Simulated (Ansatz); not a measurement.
# Lattice dynamics of KF (Carobbiite, Fm-3m)

Aim: the vibrations of KF (Carobbiite, Fm-3m), their spectra, and whether the structure is stable.

Calculated with Ansatz 0.2.0; DFT LDA, scalar-relativistic, plane waves, PAW; PAW set soft_1.

Most raw output is cut from this account.

### Step 1. The starting structure

It takes space group Fm-3m (No. 225, cubic). The conventional cell has a = 5.344 Å, b = 5.344 Å, c = 5.344 Å, α = 90.00°, β = 90.00°, γ = 90.00°. Nearest to K lie 6 F at 2.67 Å. Nearest to F lie 6 K at 2.67 Å. Farther neighbours and most contacts between anions are not listed.

### Step 2. Relaxation

Harmonic phonons are second derivatives at a point where the forces vanish, and they are wanted at zero stress, so atoms and cell are relaxed first.

File input.yaml:

```yaml
crystal:
  lattice:
    - [0.0, 2.67185, 2.67185]
    - [2.67185, 0.0, 2.67185]
    - [2.67185, 2.67185, 0.0]
  atoms:
    - { symbol: K, position: [0.0, 0.0, 0.0] }
    - { symbol: F, position: [0.5, 0.5, 0.5] }
kpoints:
  mp_grid: { grid: [8, 8, 8] }
hamiltonian:
  xc: lda
  pseudopotentials: { kind: paw, azcp: { folder: soft_1 }, xc_functional: pbe }
scf:
  occupations: { method: gaussian, width: 0.02 }
output:
  forces: true
  stress: true
  eigenvalues: true
relax:
  adjacent_minimum: "off"
  f_tol: 0.005
  max_steps: 80
  cell: { stress_tol: 0.05 }
```

The run is started by

```bash
$ ansatz run input.yaml --threads 4 --pin off --max-ram 10240MiB --backend cpu --events-out ev --progress --plain --runs-dir out
```

Run time: 4 s. Hardware: 4 threads of Intel Xeon Platinum 8488C (Sapphire Rapids), shared host; peak memory 0.32 GiB.

Relaxation path:

| step | energy less that of the first step (eV) | largest force component (eV/Å) | pressure (GPa) | volume (Å³) |
| --- | --- | --- | --- | --- |
| 1 | 0.0000 | 0.0000 | -3.50 | 38.15 |
| 2 | -0.0492 | 0.0000 | 0.37 | 34.28 |
| 3 | -0.0488 | 0.0000 | -0.06 | 34.62 |
| 4 | -0.0489 | 0.0000 | 0.00 | 34.57 |
| 5* | -0.0452 | 0.0000 | -0.23 | 34.57 |
| 6 | -0.0457 | 0.0000 | 0.01 | 34.39 |
| 7* | -0.0454 | 0.0000 | 0.00 | 34.39 |

Relaxation steps marked * repeat the geometry before them on a plane-wave basis chosen anew for their cell, so energy and pressure can jump there.

Forces are held to the 48 operations that the run works with; a distortion that breaks them can't arise in this run.

| conventional cell, symmetrised | before | after | change |
| --- | --- | --- | --- |
| a (Å) | 5.344 | 5.162 | -3.4 % |
| b (Å) | 5.344 | 5.162 | -3.4 % |
| c (Å) | 5.344 | 5.162 | -3.4 % |
| volume (Å³/atom) | 19.07 | 17.19 | -9.9 % |

Final coordinates:

```
K F
1.0
     0.00000    2.58103    2.58103
     2.58103    0.00000    2.58103
     2.58103    2.58103    0.00000
K F
1 1
Direct
  0.00000 0.00000 0.00000
  0.50000 0.50000 0.50000
```

This step gave:

| Item | Value |
| --- | --- |
| pressure | 9.18e-4 GPa |
| gap on the k-mesh | 6.366 eV |
| volume per atom | 17.19 Å³ |
| direct gap on mesh | 6.366 eV |

In this step the volume went from 19.07 to 17.19 Å³/atom.

### Step 3. Bringing the structure to rest

The relaxation is repeated from its end on the same settings, as a check that it has come to rest.

input.yaml: that of step 2 with these lines changed.

```diff
@@ -2,5 +2,5 @@
   lattice:
-    - [0.0, 2.67185, 2.67185]
-    - [2.67185, 0.0, 2.67185]
-    - [2.67185, 2.67185, 0.0]
+    - [0.0, 2.5810340524, 2.5810340524]
+    - [2.5810340524, 0.0, 2.5810340524]
+    - [2.5810340524, 2.5810340524, 0.0]
   atoms:
```

Wall time 1.4 s (4 threads); peak memory 0.31 GiB; 2.1 s of CPU time.

Little changed from the start: no atom moved by 0.005 Å and no cell edge by 0.1 %.

Numbers from this step:

```
pressure : 9.11e-4 GPa
```

In this step the volume went from 17.19 to 17.19 Å³/atom.

### Step 4. Relaxing to small forces for the phonons

Phonons need a cell at rest on their own settings, so the relaxation is repeated with tight tolerances on forces and stress on the k mesh and occupations of the first response run.

input.yaml, the sections that differ from step 3:

```yaml
scf:
  occupations: { method: fixed }
relax:
  adjacent_minimum: "off"
  f_tol: 0.001
  max_steps: 60
  cell: { stress_tol: 0.01 }
# crystal, kpoints, hamiltonian, output: as in step 3
```

The job ended after 1.3 s (4 threads; peak memory 0.3 GiB).

Little changed from the start: no atom moved by 0.005 Å and no cell edge by 0.1 %.

This step gave:

```
pressure : 9.19e-4 GPa
```

The forces vanish by symmetry and the pressure is 0.001 GPa, within the tolerances set. The cell now holds 17.19 Å³/atom.

### Step 5. Linear response at the zone centre

The zone centre comes first: it holds the modes that light can see, as far as symmetry allows. The response to a homogeneous field gives the Born charges and the dielectric tensor.

input.yaml: that of step 4 with these lines changed.

```diff
@@ -16,9 +16,6 @@
 output:
-  forces: true
-  stress: true
   eigenvalues: true
-relax:
-  adjacent_minimum: "off"
-  f_tol: 0.001
-  max_steps: 60
-  cell: { stress_tol: 0.01 }
+phonons:
+  method: dfpt
+  dielectric: true
+  rigid_motions: translations
```

It took 4.8 s on 4 threads; peak memory 0.37 GiB.

Numbers from this step:

```
sum-rule residual before enforcement                    : 4.62e-5 eV/Å²
miss of the charge sum rule                             : 1.25e-6 e
point group                                             : m-3m
highest optical mode at the zone centre (no LO-TO term) : 210.7 cm⁻¹
lowest optical zone-centre mode                         : 210.7 cm⁻¹
mean high-frequency dielectric constant                 : 2.097
largest Born charge (third of the trace)                : 1.150 e
mean static dielectric constant                         : 5.430
top of the zone-centre spectrum with the field          : 339.0 cm⁻¹
```

Without the LO-TO term. Patterns of degenerate modes are one choice out of their space. Modes at Γ, with each element's share of the kinetic energy:

| mode | frequency (cm⁻¹) | symmetry | K % | F % |
| --- | --- | --- | --- | --- |
| 1 | 0.0 | acoustic | 67 | 33 |
| 2 | 0.0 | acoustic | 67 | 33 |
| 3 | 0.0 | acoustic | 67 | 33 |
| 4 | 210.7 | T1u | 33 | 67 |
| 5 | 210.7 | T1u | 33 | 67 |
| 6 | 210.7 | T1u | 33 | 67 |

Displacements in mode 4 (210.7 cm⁻¹), the largest set to 1:
```
K1  -0.49  0.00  0.00
F2   1.00  0.00  0.00
```

Optical modes at the zone centre, without and with the macroscopic field of the longitudinal modes; each column is sorted by frequency, so a row need not hold one and the same mode. Modes with and without the field, by row:

| rank among optical modes | no field (cm⁻¹) | q along (1, 0, 0) (cm⁻¹) |
| --- | --- | --- |
| 1 | 210.7 | 210.7 |
| 2 | 210.7 | 210.7 |
| 3 | 210.7 | 339 |

Born charge (rows field, columns displacement) (e), principal values of the symmetric part by kind of site:

| atom | atoms with these values | low | middle | high | mean |
| --- | --- | --- | --- | --- | --- |
| K1 | 1 | 1.15 | 1.15 | 1.15 | 1.15 |
| F2 | 1 | -1.15 | -1.15 | -1.15 | -1.15 |

In full for K1:

```
1.15 0.00 0.00
0.00 1.15 0.00
0.00 0.00 1.15
```

High-frequency dielectric tensor:

```
2.10 0.00 0.00
0.00 2.10 0.00
0.00 0.00 2.10
```

Static dielectric tensor (ions relaxed, fixed cell):

```
5.43 0.00 0.00
0.00 5.43 0.00
0.00 0.00 5.43
```

Transverse modes. Infrared lines, with heights relative to the strongest:

| position (cm⁻¹) | label | relative intensity |
| --- | --- | --- |
| 211 | T1u | 100 |

Before it was imposed, the acoustic sum rule was missed by 4.6e-5 eV/Å² and the charge sum rule by 1.3e-6 e. Small misses are needed for a sound result but don't prove that mesh and cutoff are converged. The lowest optical mode is real, 211 cm⁻¹.

### Step 6. The dispersion

Stability and thermal properties need the whole zone. Linear response on a 4×4×4 q mesh gives force constants as far as a supercell of that size would, and the tensors from the zone-centre run are typed in so that the long-range dipole term is interpolated apart.

input.yaml, the sections that differ from step 5:

```yaml
phonons:
  method: dfpt
  qmesh: [4, 4, 4]
  temperatures: { t_max: 1000, t_step: 50 }
  qpath:
    path:
      - [[0.0, 0.0, 0.0], [0.5, 0.0, 0.5], [0.625, 0.25, 0.625]]
      - [[0.375, 0.375, 0.75], [0.0, 0.0, 0.0], [0.5, 0.5, 0.5], [0.5, 0.25, 0.75], [0.5, 0.0, 0.5]]
    npoints: 10
  non_analytic_term:
    high_frequency_dielectric_tensor: [[2.0972, 0.0, 0.0], [0.0, 2.0972, 0.0], [0.0, 0.0, 2.0972]]
    born_effective_charges:
      - { species: K, tensor: [[1.1497, 0.0, 0.0], [0.0, 1.1497, 0.0], [0.0, 0.0, 1.1497]] }
      - { species: F, tensor: [[-1.1497, 0.0, 0.0], [0.0, -1.1497, 0.0], [0.0, 0.0, -1.1497]] }
    source: "zone-centre run at this cell"
# crystal, kpoints, hamiltonian, scf, output: as in step 5
```

Wall time 47 s (4 threads); peak memory 0.77 GiB.

Numbers from this step:

```
sum-rule residual before enforcement                    : 4.82e-5 eV/Å²
lowest frequency on the path                            : 0 cm⁻¹
highest frequency on the path or at a solved wavevector : 339 cm⁻¹
mean frequency                                          : 177.8 cm⁻¹
Debye temperature (second moment)                       : 349 K
logarithmic mean frequency                              : 166.1 cm⁻¹
lowest mode on the q mesh (acoustic modes at Γ apart)   : 62.72 cm⁻¹
zero-point energy per atom                              : 33.07 meV
heat capacity at 300 K                                  : 23.35 J/(mol atoms K)
vibrational entropy at 300 K                            : 31.44 J/(mol atoms K)
```

Frequencies (cm⁻¹) solved at each irreducible wavevector; negative means imaginary. Frequencies by wavevector, by row:

| q in reciprocal lattice units | star | mode 1 | mode 2 | mode 3 | mode 4 | mode 5 | mode 6 |
| --- | --- | --- | --- | --- | --- | --- | --- |
| 0 0 0 | 1 | 0 | 0 | 0 | 210.7 | 210.7 | 210.7 |
| 0 0 0.25 | 8 | 86.2 | 86.2 | 127.3 | 204.5 | 204.5 | 317.9 |
| 0 0 -0.5 | 4 | 129.1 | 129.1 | 193.4 | 193.4 | 210.1 | 275.1 |
| 0 0.25 0.25 | 6 | 62.7 | 62.7 | 160.9 | 214.8 | 214.8 | 277.6 |
| 0 0.25 -0.5 | 24 | 107.3 | 139.3 | 168.2 | 207.5 | 215.7 | 248.3 |
| 0 0.25 -0.25 | 12 | 106.2 | 129 | 179.1 | 192.6 | 219.6 | 267.7 |
| 0 -0.5 -0.5 | 3 | 87.1 | 87.1 | 170 | 217.9 | 217.9 | 227.9 |
| 0.25 -0.5 -0.25 | 6 | 135.7 | 135.7 | 151.6 | 214.7 | 223.4 | 223.4 |

Interpolated from a 4×4×4 q mesh, with the LO-TO term (at Γ the limit along the path; where Γ stands inside the path, tables give the limit on arrival). The phonon branches at the labelled points (cm⁻¹):

| point | branch 1 | branch 2 | branch 3 | branch 4 | branch 5 | branch 6 |
| --- | --- | --- | --- | --- | --- | --- |
| Γ | 0 | 0 | 0 | 211 | 211 | 339 |
| halfway | 63 | 63 | 161 | 215 | 215 | 278 |
| X | 87 | 87 | 170 | 218 | 218 | 228 |
| halfway | 94 | 109 | 166 | 215 | 222 | 227 |
| U | 111 | 151 | 152 | 208 | 225 | 230 |
| jump to K | 111 | 151 | 152 | 208 | 225 | 230 |
| halfway | 79 | 112 | 150 | 195 | 218 | 297 |
| Γ | 0 | 0 | 0 | 211 | 211 | 339 |
| halfway | 86 | 86 | 127 | 204 | 204 | 318 |
| L | 129 | 129 | 193 | 193 | 210 | 275 |
| halfway | 127 | 137 | 179 | 202 | 215 | 251 |
| W | 136 | 136 | 152 | 215 | 223 | 223 |
| halfway | 104 | 121 | 161 | 218 | 220 | 227 |
| X | 87 | 87 | 170 | 218 | 218 | 228 |

Tetrahedra on a 24×24×24 mesh, mean over bins of 5 cm-1. Interpolated from a 4×4×4 q mesh. Phonon density of states against wavenumber; read off at these points:

| wavenumber (cm⁻¹) | phonon density of states (1/cm⁻¹/cell) |
| --- | --- |
| 2 | 1.0e-5 |
| 12 | 1.2e-4 |
| 22 | 5.8e-4 |
| 28 | 9.2e-4 |
| 38 | 0.00182 |
| 48 | 0.00319 |
| 58 | 0.00509 |
| 68 | 0.00766 |
| 72 | 0.00932 |
| 82 | 0.0141 |
| 92 | 0.0213 |
| 102 | 0.0244 |
| 112 | 0.0285 |
| 122 | 0.0382 |
| 128 | 0.0464 |
| 138 | 0.0329 |
| 148 | 0.00895 |
| 158 | 0.0151 |
| 168 | 0.0269 |
| 172 | 0.0384 |
| 182 | 0.0199 |
| 192 | 0.0162 |
| 202 | 0.0535 |
| 212 | 0.0947 |
| 218 | 0.0852 |
| 228 | 0.0231 |
| 238 | 0.0149 |
| 248 | 0.0126 |
| 258 | 0.0116 |
| 268 | 0.0111 |
| 272 | 0.0110 |
| 282 | 0.00784 |
| 292 | 0.00628 |
| 302 | 0.00516 |
| 312 | 0.00419 |
| 318 | 0.00369 |
| 328 | 0.00262 |
| 338 | 6.7e-4 |

Phonopy on the run's constants, 19x19x19 mesh, Gaussian sigma 2.6 cm-1. Interpolated from a 4×4×4 q mesh. Table of partial phonon density of states by wavenumber; read off at these points; values in 1/cm⁻¹/cell:

| wavenumber (cm⁻¹) | F | K |
| --- | --- | --- |
| -10.0 | 0 | 0 |
| 0.0 | 2.0e-5 | 4.0e-5 |
| 10.0 | 1.3e-5 | 2.0e-5 |
| 20.0 | 1.9e-4 | 4.0e-4 |
| 30.0 | 4.5e-4 | 9.5e-4 |
| 40.0 | 6.1e-4 | 0.00131 |
| 50.0 | 0.00101 | 0.00222 |
| 60.0 | 0.00162 | 0.00361 |
| 70.0 | 0.00264 | 0.00609 |
| 80.0 | 0.00412 | 0.00970 |
| 90.0 | 0.00600 | 0.0145 |
| 100.0 | 0.00666 | 0.0181 |
| 110.0 | 0.00629 | 0.0207 |
| 120.0 | 0.00653 | 0.0290 |
| 130.0 | 0.00434 | 0.0383 |
| 140.0 | 0.00394 | 0.0219 |
| 150.0 | 0.00185 | 0.00716 |
| 160.0 | 0.00408 | 0.0125 |
| 170.0 | 0.00811 | 0.0243 |
| 180.0 | 0.00572 | 0.0173 |
| 190.0 | 0.00915 | 0.00499 |
| 200.0 | 0.0399 | 0.00884 |
| 210.0 | 0.0553 | 0.0241 |
| 214.6 | 0.0645 | 0.0290 |
| 220.0 | 0.0444 | 0.0203 |
| 230.0 | 0.0175 | 0.00337 |
| 240.0 | 0.0134 | 9.9e-4 |
| 250.0 | 0.0119 | 9.0e-4 |
| 260.0 | 0.0106 | 0.00110 |
| 270.0 | 0.00945 | 0.00128 |
| 280.0 | 0.00701 | 0.00145 |
| 290.0 | 0.00559 | 0.00158 |
| 300.0 | 0.00473 | 0.00161 |
| 310.0 | 0.00350 | 0.00134 |
| 320.0 | 0.00236 | 0.00100 |
| 330.0 | 0.00159 | 7.3e-4 |
| 340.0 | 2.2e-4 | 1.0e-4 |
| 350.0 | 0 | 0 |

Second derivatives of the energy by pair, one row for each kind of neighbour of each atom listed. Each entry sums the pair over the periodic images of the supercell that the q mesh stands for, and in a polar crystal it holds the long-range dipole part too. Force constants by pair, by row:

| atom | neighbour | distance (Å) | third of the trace (eV/Å²) | along the pair's line (eV/Å²) |
| --- | --- | --- | --- | --- |
| K1 | itself | 0 | 3.627 | – |
| K1 | F | 2.581 | -0.5015 | -0.9073 |
| K1 | K | 3.65 | -0.0505 | -0.5292 |
| K1 | F | 4.47 | 0.0036 | 0.1892 |
| K1 | K | 5.162 | -0.0306 | -0.1685 |
| K1 | F | 5.771 | 0.0185 | 0.117 |
| K1 | K | 6.322 | -0.0155 | -0.0828 |
| K1 | K | 7.3 | -0.0191 | -0.098 |
| F2 | itself | 0 | 3.132 | – |
| F2 | K | 2.581 | -0.5015 | -0.9073 |
| F2 | F | 3.65 | 0.0093 | -0.3074 |
| F2 | K | 4.47 | 0.0036 | 0.1892 |
| F2 | F | 5.162 | -0.0783 | -0.2792 |
| F2 | K | 5.771 | 0.0185 | 0.117 |
| F2 | F | 6.322 | -0.0116 | -0.0729 |
| F2 | F | 7.3 | -0.0154 | -0.0916 |

Harmonic thermodynamic functions per atom, from the density of states. Interpolated from a 4×4×4 q mesh. Thermodynamic functions, by row:

| T (K) | F_vib (meV/atom) | S (J/mol-atom/K) | C_V (J/mol-atom/K) |
| --- | --- | --- | --- |
| 0 | 33.07 | 0 | 0 |
| 50 | 32.75 | 2.293 | 5.679 |
| 100 | 29.81 | 9.348 | 14.92 |
| 200 | 13.03 | 22.3 | 21.58 |
| 300 | -15.07 | 31.44 | 23.35 |
| 400 | -51.35 | 38.27 | 24.02 |
| 500 | -93.9 | 43.66 | 24.35 |
| 600 | -141.5 | 48.12 | 24.53 |
| 700 | -193.4 | 51.91 | 24.64 |
| 800 | -249 | 55.21 | 24.71 |
| 900 | -307.7 | 58.12 | 24.76 |
| 1000 | -369.3 | 60.73 | 24.79 |

Harmonic mean-square displacement, third of the trace. Interpolated from a 4×4×4 q mesh. Mean square displacements, by row:

| T (K) | K1 U_eq (Å²) | F2 U_eq (Å²) |
| --- | --- | --- |
| 0 | 0.00331 | 0.00488 |
| 100 | 0.00533 | 0.00667 |
| 300 | 0.01345 | 0.01512 |
| 600 | 0.02639 | 0.02919 |

Symmetry leaves 8 wavevectors to solve. The lowest mode among them, the acoustic zeros apart, lies at q = (0, 0.25, 0.25) and is real, 62.7 cm⁻¹.

### Step 7. Finite displacements in a supercell

Finite displacements in a 2×2×2 supercell give force constants from forces alone. They are exact at the wavevectors that the supercell holds, where they check the linear-response result.

input.yaml: that of step 6 with these lines changed.

```diff
@@ -18,4 +18,4 @@
 phonons:
-  method: dfpt
-  qmesh: [4, 4, 4]
+  method: fd
+  supercell: [2, 2, 2]
   temperatures: { t_max: 1000, t_step: 50 }
```

Elapsed: 8.8 s, on 4 threads; peak memory 0.79 GiB.

Numbers from this step:

```
atoms in the supercell               : 16
sum-rule residual before enforcement : 3.74e-4 eV/Å²
```

Interpolated from a 2×2×2 supercell, rough between the solved points, with the LO-TO term (at Γ the limit along the path; where Γ stands inside the path, tables give the limit on arrival). The phonon branches at the labelled points (cm⁻¹):

| point | branch 1 | branch 2 | branch 3 | branch 4 | branch 5 | branch 6 |
| --- | --- | --- | --- | --- | --- | --- |
| Γ | 0 | 0 | 0 | 211 | 211 | 339 |
| halfway | 70 | 70 | 158 | 220 | 220 | 278 |
| X | 87 | 87 | 170 | 218 | 218 | 228 |
| halfway | 92 | 108 | 165 | 215 | 220 | 229 |
| U | 105 | 150 | 152 | 207 | 224 | 230 |
| jump to K | 105 | 150 | 152 | 207 | 224 | 230 |
| halfway | 86 | 113 | 150 | 189 | 225 | 296 |
| Γ | 0 | 0 | 0 | 211 | 211 | 339 |
| halfway | 88 | 88 | 129 | 204 | 204 | 317 |
| L | 129 | 129 | 193 | 193 | 210 | 275 |
| halfway | 124 | 134 | 182 | 199 | 216 | 250 |
| W | 135 | 135 | 150 | 200 | 228 | 228 |
| halfway | 104 | 118 | 160 | 211 | 222 | 229 |
| X | 87 | 87 | 170 | 218 | 218 | 228 |

Tetrahedra on a 22×22×22 mesh, mean over bins of 5 cm-1. Interpolated from a 2×2×2 supercell, rough between the solved points. Table of phonon density of states by wavenumber; read off at these points:

| wavenumber (cm⁻¹) | phonon density of states (1/cm⁻¹/cell) |
| --- | --- |
| 2 | 0 |
| 12 | 8.0e-5 |
| 22 | 4.3e-4 |
| 28 | 6.8e-4 |
| 38 | 0.00139 |
| 48 | 0.00242 |
| 58 | 0.0039 |
| 68 | 0.00615 |
| 72 | 0.00769 |
| 82 | 0.0130 |
| 92 | 0.0238 |
| 102 | 0.0272 |
| 112 | 0.0318 |
| 122 | 0.0467 |
| 128 | 0.0420 |
| 138 | 0.0279 |
| 148 | 0.00606 |
| 158 | 0.0161 |
| 168 | 0.0278 |
| 172 | 0.0366 |
| 182 | 0.0182 |
| 192 | 0.0308 |
| 202 | 0.0559 |
| 212 | 0.0550 |
| 218 | 0.0659 |
| 228 | 0.0467 |
| 238 | 0.0153 |
| 248 | 0.0120 |
| 258 | 0.0111 |
| 268 | 0.0108 |
| 272 | 0.0107 |
| 282 | 0.00769 |
| 292 | 0.00618 |
| 302 | 0.00507 |
| 312 | 0.00406 |
| 318 | 0.00359 |
| 328 | 0.00249 |
| 338 | 5.9e-4 |

At Γ the two methods differ by at most 0.0 cm⁻¹.

### Step 8. What came out

```
space group after relaxation (within 0.01 Å)            : Fm-3m
volume per atom                                         : 17.2 Å³
gap on the k-mesh                                       : 6.37 eV
highest optical mode at the zone centre (no LO-TO term) : 211 cm⁻¹
top of the zone-centre spectrum with the field          : 339 cm⁻¹
lowest optical zone-centre mode                         : 211 cm⁻¹
mean high-frequency dielectric constant                 : 2.10
mean static dielectric constant                         : 5.43
largest Born charge (third of the trace)                : 1.15 e
lowest mode on the q mesh (acoustic modes at Γ apart)   : 62.7 cm⁻¹
highest frequency on the path or at a solved wavevector : 339 cm⁻¹
zero-point energy per atom                              : 33.1 meV
heat capacity at 300 K                                  : 23.3 J/(mol atoms K)
vibrational entropy at 300 K                            : 31.4 J/(mol atoms K)
Debye temperature (second moment)                       : 349 K
imaginary modes on the 4×4×4 q mesh                     : none
```

**Reading.** The structure is a minimum as far as tested: no mode is imaginary at the 8 irreducible wavevectors of the 4×4×4 mesh, and the softest away from the acoustic zeros lies at 63 cm⁻¹. Without the field, the optical modes at Γ form one degenerate level at 211 cm⁻¹. The highest mode in this list at Γ, 210.7 cm⁻¹, has its largest share on F (67 % of the kinetic energy). With the macroscopic field of the longitudinal modes the top of the zone-centre spectrum lies at 339 cm⁻¹, against 211 cm⁻¹ without it. Lattice motion raises the mean dielectric constant from 2.097 to 5.430. The strongest infrared line is at 211 cm⁻¹. Finite displacements and linear response differ by 0.0 cm⁻¹ in the highest zone-centre mode. The PAW files were made for PBE and serve the other functionals too. These are harmonic frequencies at zero temperature: anharmonic shifts, linewidths and thermal expansion are left out.

[Logs are printed without paths, hosts, clocks, repeated set-up lines and the standing remarks that a program may print on its own settings, such as how far it seeks lower states.]

[Hosts, paths, dates, database ids (printed as entryN), source tags and the programs' standing remarks are cut or masked in the printed files.]
